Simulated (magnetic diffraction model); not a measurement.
**Solving a magnetic structure from powder neutron data: BaHoB₁₂**

Space group P4/mmm (no. 123), a = 4.1360 Å, c = 8.3320 Å.

| site | atom | x | y | z |
| --- | --- | --- | --- | --- |
| 1a | Ho | 0 | 0 | 0 |
| 1b | Ba | 0 | 0 | 1/2 |
| 8t | B | 0.8016 | 1/2 | 0.7513 |
| 2h | B | 1/2 | 1/2 | 0.6045 |
| 2h | B | 1/2 | 1/2 | 0.0926 |

The compound is invented for this exercise: a known structure type with other elements, its cell scaled to their sizes and not relaxed.

Only Ho is taken to order (form factors of Ho3+); orders and moment sizes are assumed, and not adapted to the symmetry. Radiation: neutrons of λ = 4.2 Å (absorption by B left out), 2° to 90°; isotropic B of 0.41 Å² (Ho), 0.51 Å² (Ba) and 0.8 Å² (B). Simulated constant-wavelength pattern: nuclear and magnetic terms add, the magnetic one as |2.695 fm × Σ f S⊥ exp(2πi Q·r) exp(−B s²)|², summed over all Q at one angle with the factor 1/(sin²θ cos θ). For a modulated order the moment at position r is S exp(−2πi k·r) + c.c., with S = m/2 for a sine wave of amplitude m and S = m(u + iv)/2 for moments turning in a plane, u and v being orthogonal unit vectors in it; the phase factor of the sum at Q = H + k is then exp(2πi H·r). Free-ion form factors, Sears's scattering lengths of 1992, no absorption; a label names one of the reflections at its angle. The strongest nuclear line in the range is 100, and lines under 0.2 are left out.

Above the ordering temperature:

```
2θ (°)    index      I
 29.20  (0 0 1)    5.1
 60.54  (0 0 2)   50.0
 61.03  (1 0 0)  100.0
 69.06  (1 0 1)    1.9
```

Below it (cell unchanged):

```tsv
2θ (°)	I
14.59	97.3
29.20	5.1
32.78	8.0
44.77	10.8
54.34	10.6
60.54	50.0
61.03	100.0
62.64	0.7
63.12	11.7
69.06	1.9
71.03	15.6
78.36	3.0
78.79	12.3
86.14	18.9
```

**Question.** Check that the new lines index with k = (0 1/4 0), then choose among these models:
A. moments turning in the plane of [100] and [010], 6.2 μB on Ho
B. moments turning in the plane of [010] and [001], 6.2 μB on Ho
C. a sine wave with moments along [001] (amplitudes given), 6.2 μB on Ho
D. a sine wave with moments along [010] (amplitudes given), 6.2 μB on Ho

The new lines index as (0 1/4 0) at 14.59°, (0 1/4 1) at 32.78°, (0 3/4 0) at 44.77° and (0 3/4 1) at 54.34°, that is as H ± k with k = (0 1/4 0), one of 2 inequivalent arms of its star (k and −k counted as one), which a powder can't tell apart. Satellites come in pairs about each point of the reciprocal lattice.

Magnetic intensity, observed (below minus above) and for each model:

| 2θ (°) | index | observed | A | B | C | D |
| --- | --- | --- | --- | --- | --- | --- |
| 14.59 | (0 1/4 0) | 97.3 | 97.3 | 97.3 | 97.3 | <0.2 |
| 32.78 | (0 1/4 1) | 8.0 | 70.8 | 39.4 | 8.0 | 31.4 |
| 54.34 | (0 3/4 1) | 10.6 | 19.8 | 15.2 | 10.6 | 4.6 |
| 62.64 | (0 1/4 2) | 0.7 | 23.0 | 11.8 | 0.7 | 11.1 |
| 63.12 | (1 1/4 0) | 11.7 | 11.7 | 22.7 | 11.7 | 11.0 |
| 71.03 | (1 1/4 1) | 15.6 | 22.9 | 33.9 | 15.6 | 18.3 |
| 78.79 | (1 3/4 0) | 12.3 | 12.3 | 17.6 | 12.3 | 5.3 |
| 86.14 | (1 3/4 1) | 18.9 | 24.8 | 29.9 | 18.9 | 11.0 |

Model C matches.

The structure used: k = (0 1/4 0), a sine wave with moments along [001] (amplitudes given), 6.2 μB on Ho.

[Logs are printed without paths, hosts, clocks, repeated set-up lines and the standing remarks that a program may print on its own settings, such as how far it seeks lower states.]
